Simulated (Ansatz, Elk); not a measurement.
# How far do independent atoms describe Ba3Tl2Pb2?

The structure of Ba3Tl2Pb2 used here is made up (a known structure type with other elements) and was relaxed beforehand with PBEsol. The aim is the Fourier transform of its all-electron density, F(hkl), set beside the sum over free spherical atoms that refinements use.

Calculated with Elk 11.2.3 (patched build); DFT, PBE, all-electron APW+lo, Dirac cores, scalar-relativistic bands, static density, no spin.

The structure was built from a prototype and need not be the compound's stable phase.

## (1) Starting point

The structure is orthorhombic, space group Immm (No. 71). The conventional cell has a = 4.855 Å, b = 5.136 Å, c = 21.630 Å, α = 90.00°, β = 90.00°, γ = 90.00°. Nearest to Pb lie 2 Tl at 3.00 Å and 7 Ba at 3.61 to 4.10 Å. Nearest to Tl lie 1 Tl at 2.85 Å and 2 Pb at 3.00 Å and 6 Ba at 3.60 to 3.81 Å. Nearest to Ba lie 2 Tl at 3.60 Å and 5 Pb at 3.61 to 3.67 Å. Nearest to Ba lie 8 Tl at 3.81 Å and 4 Pb at 4.10 Å. Farther neighbours are not listed.

## (2) Ground state and structure factors

An all-electron density is needed, since X-rays see the cores too. Task 0 finds the density and task 195 Fourier-transforms it; tshift is off so that phases refer to the origin typed.

Contents of elk.in:

```
tasks
  0
  195

xctype
  20

spinpol
  .false.

rgkmax
  7.0

gmaxvr
  14.0

lmaxo
  7

lmaxapw
  8

swidth
  0.002

tshift
  .false.

ramdisk
  .false.

hmaxvr
  5.5

maxscl
  120

epspot
  1e-06

sppath
  './'

avec
  -4.58746091741 4.85252659847 20.43691599303
  4.58746091741 -4.85252659847 20.43691599303
  4.58746091741 4.85252659847 -20.43691599303

atoms
  3
  'Pb.in'
  2
  0.3525166361 0.3525166361 -0.0000000000   0.000000 0.000000 0.000000
  0.6474833639 0.6474833639 -0.0000000000   0.000000 0.000000 0.000000
  'Tl.in'
  2
  0.4341894957 0.9341894957 0.5000000000   0.000000 0.000000 0.000000
  0.5658105043 0.0658105043 0.5000000000   0.000000 0.000000 0.000000
  'Ba.in'
  3
  0.1826929648 0.1826929648 -0.0000000000   0.000000 0.000000 0.000000
  0.8173070352 0.8173070352 -0.0000000000   0.000000 0.000000 0.000000
  -0.0000000000 0.5000000000 0.5000000000   0.000000 0.000000 0.000000

ngridk
  6 6 6
```

Command:

```bash
$ OMP_NUM_THREADS=4 elk
```

Numbers of over 12 decimals in the logs are rounded to 6 here.

What it wrote:

```text
┌─────────────────────────┐
│ Elk code version 11.2.3 │
└─────────────────────────┘

All units are atomic (Hartree, Bohr, etc.)

┌─────────────────────────────────────────────────┐
│ Ground-state run starting from atomic densities │
└─────────────────────────────────────────────────┘

Lattice vectors :
  -4.587460917       4.852526598       20.43691599
   4.587460917      -4.852526598       20.43691599
   4.587460917       4.852526598      -20.43691599

Reciprocal lattice vectors :
 -0.7761181689E-17  0.6474137936      0.1537214644
  0.6848216715      0.1978716986E-16  0.1537214644
  0.6848216715      0.6474137936      0.2965770310E-17

Unit cell volume      :    1819.766446
Brillouin zone volume :   0.1363088181

Muffin-tin inner radius fraction :   0.1000000000E-01

Nuclei treated as point charges

Species : 1 (Pb)
 parameters loaded from : Pb.in
 name : lead
 nuclear charge    :   -82.00000000
 electronic charge :    82.00000000
 atomic mass :    377702.4943
 muffin-tin radius :    2.800000000
 number of radial points in muffin-tin :   1393
 inner part over the whole radius :   0.9993555083E-02
 number on inner part of muffin-tin    :   1001
 approximate nuclear radius :   0.1047603524E-03
 number of mesh points to nuclear radius :    525
 atomic positions (lattice), magnetic fields (Cartesian) :
  1 :   0.35251664  0.35251664  0.00000000    0.00000000  0.00000000  0.00000000
  2 :  -0.35251664 -0.35251664  0.00000000    0.00000000  0.00000000  0.00000000

Species : 2 (Tl)
 parameters loaded from : Tl.in
 name : thallium
 nuclear charge    :   -81.00000000
 electronic charge :    81.00000000
 atomic mass :    372567.9643
 muffin-tin radius :    2.664927496
 number of radial points in muffin-tin :   1393
 inner part over the whole radius :   0.9916223383E-02
 number on inner part of muffin-tin    :    999
 approximate nuclear radius :   0.1043008296E-03
 number of mesh points to nuclear radius :    526
 atomic positions (lattice), magnetic fields (Cartesian) :
  1 :   0.43418950 -0.06581050  0.50000000    0.00000000  0.00000000  0.00000000
  2 :  -0.43418950  0.06581050  0.50000000    0.00000000  0.00000000  0.00000000

Species : 3 (Ba)
 parameters loaded from : Ba.in
 name : barium
 nuclear charge    :   -56.00000000
 electronic charge :    56.00000000
 atomic mass :    250331.8071
 muffin-tin radius :    2.800000000
 number of radial points in muffin-tin :   1393
 inner part over the whole radius :   0.9950032293E-02
 number on inner part of muffin-tin    :    996
 approximate nuclear radius :   0.9171481901E-04
 number of mesh points to nuclear radius :    504
 atomic positions (lattice), magnetic fields (Cartesian) :
  1 :   0.18269296  0.18269296  0.00000000    0.00000000  0.00000000  0.00000000
  2 :  -0.18269296 -0.18269296  0.00000000    0.00000000  0.00000000  0.00000000
  3 :   0.00000000  0.50000000  0.50000000    0.00000000  0.00000000  0.00000000

Total number of atoms per unit cell :    7
Total muffin-tin volume :    618.3147350
 ratio of muffin-tin to unit cell volume :   0.3397769732

Spin treatment :
 spin-unpolarised

Number of Bravais lattice symmetries :    8
Number of crystal symmetries         :    8
Crystal has inversion symmetry
Real symmetric eigensolver will be used

k-point grid :      6     6     6
k-point offset :    0.000000000       0.000000000       0.000000000
k-point set is reduced with full crystal symmetry group
Total number of k-points :       46

Muffin-tin radius times maximum |G+k| :    7.000000000
 using average radius
Maximum |G+k| for APW functions       :    2.534938830
Maximum (1/2)|G+k|²                   :    3.212957436
Maximum |G| for potential and density :    14.00000000
Constant for pseudocharge density :   10
 order of it for each species :   17  17  17
 order of it for pair densities of each species (exact exchange by exxq0 0: 18) :   10   9  10
Radial integration step length :    1

G-vector grid sizes :     96    96    96
Number of G-vectors :    84279

[...]
electron entropic           :    -0.13974255957220E-02
 total energy                :     -106854.69489288

Density of states at Fermi energy :    107.1864283
 (states/Hartree/unit cell)

Estimated indirect band gap :   0.5894109902E-03
 from k-point 40 to k-point 44
Estimated direct band gap   :   0.3528436870E-02
 at k-point 16

Charges :
 core                        :    368.0000000
 valence                     :    126.0000000
 interstitial                :    13.40607132
 muffin-tins (core leakage)
  species : 1 (Pb)
[...]
species : 2 (Tl)
[...]
species : 3 (Ba)
[...]
total in muffin-tins        :    480.5939287
 total calculated charge     :    493.9970429
 total charge                :    494.0000000
 error                       :   0.2957072923E-02

RMS change in Kohn-Sham potential (target) :   0.1588801868     (  0.1000000000E-05)
Absolute change in total energy (target)   :   0.5305111607     (  0.1000000000E-03)

[... loops 3 to 16 left out ...]

┌──────────────────┐
│ Loop number : 17 │
└──────────────────┘

Energies :
 Fermi                       :     0.201466
 sum of occupied eigenvalues :     -65985.467731371
 electron kinetic            :      121835.32594450
 core electron kinetic       :      120320.73345506
 Coulomb                     :     -226548.11048031
 Coulomb potential           :     -185021.82100882
 nuclear-nuclear             :     -7579.4934361828
 electron-nuclear            :     -253036.57625108
 Hartree                     :      34067.959206952
 Madelung                    :     -134037.19997590
 xc potential                :     -2798.9726670498
 exchange                    :     -2110.6197544778
 correlation                 :     -29.224116471699
 electron entropic           :    -0.13338688266745E-02
 total energy                :     -106852.62974063

Density of states at Fermi energy :    102.6097714
 (states/Hartree/unit cell)

Estimated indirect band gap :   0.1714171085E-02
 from k-point 40 to k-point 30
Estimated direct band gap   :   0.2985479776E-02
 at k-point 16

Charges :
 core                        :    368.0000000
 valence                     :    126.0000000
 interstitial                :    13.09234241
 muffin-tins (core leakage)
  species : 1 (Pb)
[...]
species : 2 (Tl)
[...]
species : 3 (Ba)
[...]
total in muffin-tins        :    480.9076576
 total calculated charge     :    493.9971408
 total charge                :    494.0000000
 error                       :   0.2859208029E-02

RMS change in Kohn-Sham potential (target) :   0.3425928114E-07 (  0.1000000000E-05)
Absolute change in total energy (target)   :   0.2813279571E-04 (  0.1000000000E-03)

Convergence targets achieved

┌──────────────────┐
│ Loop number : 18 │
└──────────────────┘

Energies :
 Fermi                       :     0.201466
 sum of occupied eigenvalues :     -65985.467733341
 electron kinetic            :      121835.32594387
 core electron kinetic       :      120320.73345496
 Coulomb                     :     -226548.11048085
 Coulomb potential           :     -185021.82100891
 nuclear-nuclear             :     -7579.4934361828
 electron-nuclear            :     -253036.57625176
 Hartree                     :      34067.959207095
 Madelung                    :     -134037.19997640
 xc potential                :     -2798.9726683001
 exchange                    :     -2110.6197544876
 correlation                 :     -29.224116474151
 electron entropic           :    -0.13338688975849E-02
 total energy                :     -106852.62974181

Density of states at Fermi energy :    102.6097792
 (states/Hartree/unit cell)

Estimated indirect band gap :   0.1714170911E-02
 from k-point 40 to k-point 30
Estimated direct band gap   :   0.2985479343E-02
 at k-point 16

Charges :
 core                        :    368.0000000
 valence                     :    126.0000000
 interstitial                :    13.09234239
 muffin-tins (core leakage)
  species : 1 (Pb)
[...]
species : 2 (Tl)
[...]
species : 3 (Ba)
   atom 1                    :    53.68340125     (  0.5047423436E-05)
   atom 2                    :    53.68340125     (  0.5047423436E-05)
   atom 3                    :    53.63435707     (  0.5029103349E-05)
 total in muffin-tins        :    480.9076576
 total calculated charge     :    493.9971408
 total charge                :    494.0000000
 error                       :   0.2859208075E-02

┌──────────────────────────────┐
│ Self-consistent loop stopped │
└──────────────────────────────┘

Warning : the lowest level lies among the core levels :   -2.892713453      -2.554801451

Warning : core states of species 1 leak from the muffin-tin :   0.1200602623E-02

Wrote STATE.OUT
```

Elapsed: 3.3 min, on 4 threads of Arm Neoverse V2, shared host; peak memory 0.59 GiB.

SFACRHO.OUT:

```text

h k l indices transformed by vhmat matrix:
   1.000000000       0.000000000       0.000000000    
   0.000000000       1.000000000       0.000000000    
   0.000000000       0.000000000       1.000000000    

      h      k      l  multipl.   |H|            Re(F)            Im(F)           |F|

      0      0      0      1   0.0000000       494.00000      0.44459228E-15   494.00000    
     -1     -1      1      2  0.30744293       45.357219     -0.88486861E-13   45.357219    
     -2     -2      2      2  0.61488586      -105.86694      0.15130377E-12   105.86694    
      0      1     -1      4  0.66541334      -140.46843     -0.12603628E-12   140.46843    
     -1      0      1      4  0.70186253       38.056392      0.59832613E-14   38.056392    
     -2     -1      1      4  0.79486931       48.129752      0.12594740E-13   48.129752    
      2      1     -2      4  0.82562299       46.127353      0.15801463E-12   46.127353    
      3      3     -3      2  0.92232879       124.26651     -0.19107366E-12   124.26651    
      1     -1      0      4  0.94240402       50.019651      0.94801845E-13   50.019651    
      1      1      0      8  0.99128527      -251.50672     -0.13322442E-12   251.50672    
      2      3     -3      4   1.0049387       210.60450      0.17490828E-12   210.60450    
      3      2     -3      4   1.0294357      -23.678812     -0.14492116E-12   23.678812    
     -1     -3      2      8   1.1252600      -167.43827      0.90041003E-13   167.43827    
      4      4     -4      2   1.2297717      -120.75911     -0.38163176E-12   120.75911    
      3      4     -4      4   1.2557981       26.288754      0.36026566E-12   26.288754    
      3      4     -3      4   1.2754861      -333.13412     -0.88498183E-12   333.13412    
     -1      1     -1      2   1.2948276       412.32508      0.55130012E-13   412.32508    
     -2     -4      3      8   1.3186416       241.80303     -0.56083166E-12   241.80303
```

Elk indexes on the primitive cell of elk.in and gives |H| = 4π sin θ/λ in inverse bohr. Below, one row stands for each form hkl of the conventional cell (m members, Friedel mates merged), F is for one primitive cell and the density is static (no thermal factor). Free-atom factors are Waasmaier and Kirfel's, and R is Σm||F|−|F'||/Σm|F|.

| hkl | m | sin θ/λ (Å⁻¹) | abs F, DFT | neutral atoms | diff. |
| --- | --- | --- | --- | --- | --- |
| 002 | 2 | 0.046 | 45.357 | 45.365 | -0.008 |
| 004 | 2 | 0.092 | 105.867 | 105.691 | +0.176 |
| 011 | 4 | 0.100 | 140.468 | 140.733 | -0.265 |
| 101 | 4 | 0.105 | 38.056 | 38.066 | -0.010 |
| 013 | 4 | 0.119 | 48.130 | 48.198 | -0.068 |
| 103 | 4 | 0.124 | 46.127 | 46.211 | -0.084 |
| 006 | 2 | 0.139 | 124.266 | 123.767 | +0.499 |
| 110 | 4 | 0.142 | 50.020 | 49.872 | +0.147 |
| 112 | 8 | 0.149 | 251.507 | 251.378 | +0.129 |
| 015 | 4 | 0.151 | 210.605 | 210.555 | +0.050 |
| 105 | 4 | 0.155 | 23.679 | 23.725 | -0.046 |
| 114 | 8 | 0.169 | 167.438 | 167.682 | -0.244 |
| 008 | 2 | 0.185 | 120.759 | 120.745 | +0.014 |
| 017 | 4 | 0.189 | 26.289 | 26.241 | +0.047 |

## (3) The highest occupied states alone

An energy window below the Fermi level keeps the highest occupied states, to see at which angles they scatter; shallow core shells can lie inside it and anion s states outside. No new self-consistency is needed.

Edit elk.in of step 2 so:

```diff
@@ -1,3 +1,2 @@
 tasks
-  0
   195
@@ -40,2 +39,5 @@
 
+wsfac
+  -0.349770 0.501470
+
 sppath
```

Command:

```bash
$ OMP_NUM_THREADS=4 elk
```

What it wrote:

```text
┌─────────────────────────────────┐
│ Elk code version 11.2.3 started │
└─────────────────────────────────┘

Info(readinput): the functional depends on the density's gradient
 muffin-tin radial points multiplied by    2.00000
 (not where nrmtscf is given)

┌────────────────────┐
│ Current task : 195 │
└────────────────────┘
Info(checkmt): changed muffin-tin radius of species 2 (Tl) from   2.8000 to   2.6649

Info(sfacrho): density structure factors written to SFACRHO.OUT

 Energy window :  -0.3497700000      0.5014700000

┌──────────────────┐
│ Elk code stopped │
└──────────────────┘
```

Run time: 50 s. Hardware: 4 threads; peak memory 0.39 GiB.

States within 15 eV below the Fermi level hold 58.00 electrons; any levels below the window count with the cores. Their amplitudes can exceed the total, where window and core parts have opposite phase:

| hkl | sin θ/λ (Å⁻¹) | abs F, window | abs F, all |
| --- | --- | --- | --- |
| 002 | 0.046 | 12.334 | 45.357 |
| 004 | 0.092 | 2.232 | 105.867 |
| 011 | 0.100 | 12.363 | 140.468 |
| 101 | 0.105 | 14.522 | 38.056 |
| 013 | 0.119 | 6.220 | 48.130 |
| 103 | 0.124 | 1.961 | 46.127 |
| 006 | 0.139 | 2.013 | 124.266 |
| 110 | 0.142 | 10.297 | 50.020 |
| 112 | 0.149 | 17.590 | 251.507 |
| 015 | 0.151 | 14.844 | 210.605 |

## (4) Another functional

The difference from free atoms is small, so it is set against the change that LDA (Perdew-Wang) makes.

Edit elk.in of step 3 so:

```diff
@@ -1,2 +1,3 @@
 tasks
+  0
   195
@@ -4,3 +5,3 @@
 xctype
-  20
+  3
 
@@ -39,5 +40,2 @@
 
-wsfac
-  -0.349770 0.501470
-
 sppath
```

Command:

```bash
$ OMP_NUM_THREADS=4 elk
```

What it wrote:

```text
┌─────────────────────────┐
│ Elk code version 11.2.3 │
└─────────────────────────┘

All units are atomic (Hartree, Bohr, etc.)

┌─────────────────────────────────────────────────┐
│ Ground-state run starting from atomic densities │
└─────────────────────────────────────────────────┘

Lattice vectors :
  -4.587460917       4.852526598       20.43691599
   4.587460917      -4.852526598       20.43691599
   4.587460917       4.852526598      -20.43691599

Reciprocal lattice vectors :
 -0.7761181689E-17  0.6474137936      0.1537214644
[...]
species : 3 (Ba)
[...]
atom 2                    :    53.67522068     (  0.1598636544E-05)
   atom 3                    :    53.62573956     (  0.1574521306E-05)
 total in muffin-tins        :    480.9328143
 total calculated charge     :    493.9971500
 total charge                :    494.0000000
 error                       :   0.2849961609E-02

┌──────────────────────────────┐
│ Self-consistent loop stopped │
└──────────────────────────────┘

Warning : the lowest level lies among the core levels :   -2.898373920      -2.560915881

Warning : core states of species 1 leak from the muffin-tin :   0.1204848688E-02

Wrote STATE.OUT
[key lines of the parts left out:]
total energy                :     -106789.36477579
```

Run time: 2.1 min. Hardware: 4 threads; peak memory 0.49 GiB; 6.2 min of CPU time.

Against the first run R = 0.01 %; the largest change is -0.041 at 0 2 10.

## (5) Basis size

The basis and the expansions that go with it are enlarged, to see whether the differences are converged.

Edit elk.in of step 4 so:

```diff
@@ -5,3 +5,3 @@
 xctype
-  3
+  20
 
@@ -11,12 +11,12 @@
 rgkmax
-  7.0
+  8.5
 
 gmaxvr
-  14.0
+  18.0
 
 lmaxo
-  7
+  9
 
 lmaxapw
-  8
+  10
```

Command:

```bash
$ OMP_NUM_THREADS=4 elk
```

What it wrote:

```text
┌─────────────────────────┐
│ Elk code version 11.2.3 │
└─────────────────────────┘

All units are atomic (Hartree, Bohr, etc.)

┌─────────────────────────────────────────────────┐
│ Ground-state run starting from atomic densities │
└─────────────────────────────────────────────────┘

Lattice vectors :
  -4.587460917       4.852526598       20.43691599
   4.587460917      -4.852526598       20.43691599
   4.587460917       4.852526598      -20.43691599

Reciprocal lattice vectors :
 -0.7761181689E-17  0.6474137936      0.1537214644
[...]
species : 3 (Ba)
[...]
atom 2                    :    53.69031658     (  0.5051844575E-05)
   atom 3                    :    53.64193508     (  0.5034035446E-05)
 total in muffin-tins        :    480.9820446
 total calculated charge     :    493.9974768
 total charge                :    494.0000000
 error                       :   0.2523236890E-02

┌──────────────────────────────┐
│ Self-consistent loop stopped │
└──────────────────────────────┘

Warning : the lowest level lies among the core levels :   -2.876489939      -2.539849771

Warning : core states of species 1 leak from the muffin-tin :   0.1200177869E-02

Wrote STATE.OUT
[key lines of the parts left out:]
total energy                :     -106852.69342775
```

Wall time 8 min (4 threads); peak memory 1.2 GiB; 23 min of CPU time.

Against the first run R = 0.01 %; the largest change is +0.030 at 020.

## (6) Settings against the effect

| run | R against the first run (%) | R against neutral atoms, low angle (%) | wall time |
| --- | --- | --- | --- |
| PBE, rgkmax 7 | 0.00 | 0.17 | 3.3 min |
| LDA (Perdew-Wang) | 0.01 | 0.17 | 2.1 min |
| rgkmax 8.5 with larger expansions | 0.01 | 0.17 | 8 min |

## (7) Outcome

| Quantity | Value |
| --- | --- |
| R against neutral atoms, sin θ/λ < 0.3 Å⁻¹ | 0.17 % |
| R against neutral atoms, 0.3 to 0.45 Å⁻¹ | 0.03 % |

**Reading.** Independent neutral atoms miss the calculated amplitudes by R = 0.17 % below 0.3 Å⁻¹ and 0.03 % from there to 0.45 Å⁻¹; by shells, 0.12 % below 0.15 Å⁻¹ (9 forms), 0.18 % 0.15 to 0.3 (37 forms), 0.03 % 0.3 to 0.45 (97 forms), 0.02 % above 0.45 (6 forms). Bonding, aspherical density and the tables' own atoms all enter these figures, and the runs don't part them. The largest change of an amplitude is -0.93 electrons, at 020. The window's part falls from 58.0 electrons at the origin to at most 0.47 between 0.45 and 0.45 Å⁻¹. The window holds more than the 20 outer electrons of the free atoms, so shallow core shells lie inside it. Below 0.3 Å⁻¹ the changes that finished (LDA (Perdew-Wang) and rgkmax 8.5 with larger expansions) move F by R = 0.01 % at most, against the 0.17 % that separates it from free atoms. The k-mesh has no finished test. Spin-orbit coupling is left out, which can matter for elements this heavy. Part of the difference isn't bonding: the tables are fits to free atoms and ions calculated by other methods than this functional. Thermal motion, anomalous dispersion and extinction are left out.

[Logs are printed without paths, hosts, clocks, repeated set-up lines and the standing remarks that a program may print on its own settings, such as how far it seeks lower states.]

[Hosts, paths, dates, database ids (printed as entryN), source tags and the programs' standing remarks are cut or masked in the printed files.]
